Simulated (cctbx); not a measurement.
# Diagnosing a refinement

Cell a = 7.5970 Å, b = 14.8000 Å, c = 7.7710 Å, α = 90.00°, β = 90.00°, γ = 90.00°; space group Pnma (no. 62).

Simulated single-crystal data (cctbx): synchrotron X-rays, λ = 0.7749 Å, to d = 0.84 Å, 80 % of the full sphere, strongest reflection 70000 counts, noise from counting, a 2 % proportional error and a noise floor of 2 counts (s.d.); no absorption.

An anisotropic refinement with weights 1/σ² prints:

```text
Rint 0.019, 800 unique reflections to 0.84 A
cycle     R1     wR2    GooF  max shift (A)
   1  0.2301  0.5312  35.877   0.01942
   2  0.2201  0.4812  32.500   0.00012
final R1 0.2200 wR2 0.4812 GooF 32.499  parameters 39  data/parameter 20.5
atom        x        y        z      Ueq    occ   su(xyz)  su(Uiso or U11)
Pt1    0.04611  0.25000  0.88591  -0.0032  1.000  0.00067  0.0027  NPD
Pt2    0.18754  0.46256  0.53249  -0.0017  1.000  0.00053  0.0024  NPD
Sm1    0.68946  0.25000  0.01578   0.0031  1.000  0.00098  0.0039  NPD
Sm2    0.99316  0.59362  0.81418  -0.0010  1.000  0.00064  0.0029  NPD
Sm3    0.15311  0.62347  0.32481  -0.0023  1.000  0.00068  0.0029  NPD
difference map: max 151.83 min -11.36 rms 5.89
Q1    0.1777  0.7500  0.6421    4  154.72  2.84 A from Sm1
Q2    0.1857  0.2500  0.4920    4   60.11  0.07 A from Sm1
Q3    0.0536  0.2500  0.8751    4   54.18  0.10 A from Pt1
Q4    0.1841  0.0338  0.5307    8   50.12  0.06 A from Pt2
Q5    0.0077  0.0927  0.1795    8   39.60  0.05 A from Sm2
Q6    0.1615  0.6191  0.3361    8   36.95  0.13 A from Sm3
```

**Question.** Can this result stand? If not, what is the likely fault?

Mend it. The fault: an atom left out, Mo at (0.8229, 1/4, 0.3579). Against the right model at the same level, R1 goes from 0.0058 to 0.2200 and GooF from 0.91 to 32.50, U of Pt2 shrinks from 0.0063 to -0.0017 Å², the top difference peak, 154.7 e/Å³, lies 2.84 Å from Sm1 and Pt1, Pt2, Sm1, Sm2 and Sm3 go non-positive-definite. Q1 is the missing atom. With scattering power missing, scale and phases suffer, so peaks may also grow on the heavy atoms.

The compound is Sm5MoPt3. The right model at the same level gives:

```text
Rint 0.019, 800 unique reflections to 0.84 A
cycle     R1     wR2    GooF  max shift (A)
   1  0.0097  0.0253   1.717   0.00035
   2  0.0058  0.0134   0.906   0.00000
final R1 0.0058 wR2 0.0134 GooF 0.906  parameters 45  data/parameter 17.8
atom        x        y        z      Ueq    occ   su(xyz)  su(Uiso or U11)
Pt1    0.04801  0.25000  0.88452   0.0046  1.000  0.00002  0.0001
Pt2    0.18730  0.46310  0.53179   0.0063  1.000  0.00001  0.0001
Sm1    0.68836  0.25000  0.01457   0.0055  1.000  0.00003  0.0001
Sm2    0.99321  0.59339  0.81533   0.0071  1.000  0.00002  0.0001
Sm3    0.15477  0.62302  0.32652   0.0051  1.000  0.00002  0.0001
Mo1    0.82292  0.25000  0.35792   0.0084  1.000  0.00004  0.0002
difference map: max 0.57 min -0.46 rms 0.12
Q1    0.1741  0.7500  0.7767    4    0.57  1.05 A from Mo1
Q2    0.1734  0.2500  0.1696    4    0.52  1.16 A from Mo1
Q3    0.0103  0.1033  0.5101    8    0.52  1.67 A from Pt2
Q4    0.1673  0.0525  0.0717    8    0.52  1.62 A from Sm2
Q5    0.0250  0.6358  0.3209    8    0.49  1.00 A from Sm3
Q6    0.1751  0.5628  0.1347    8    0.41  1.37 A from Pt2
```

The model is made up (kin elements in a known structure type, no relaxation), so it says nothing on whether the phase exists.

[Middle refinement cycles are left out of these outputs.]

[Logs are printed without paths, hosts, clocks, repeated set-up lines and the standing remarks that a program may print on its own settings, such as how far it seeks lower states.]
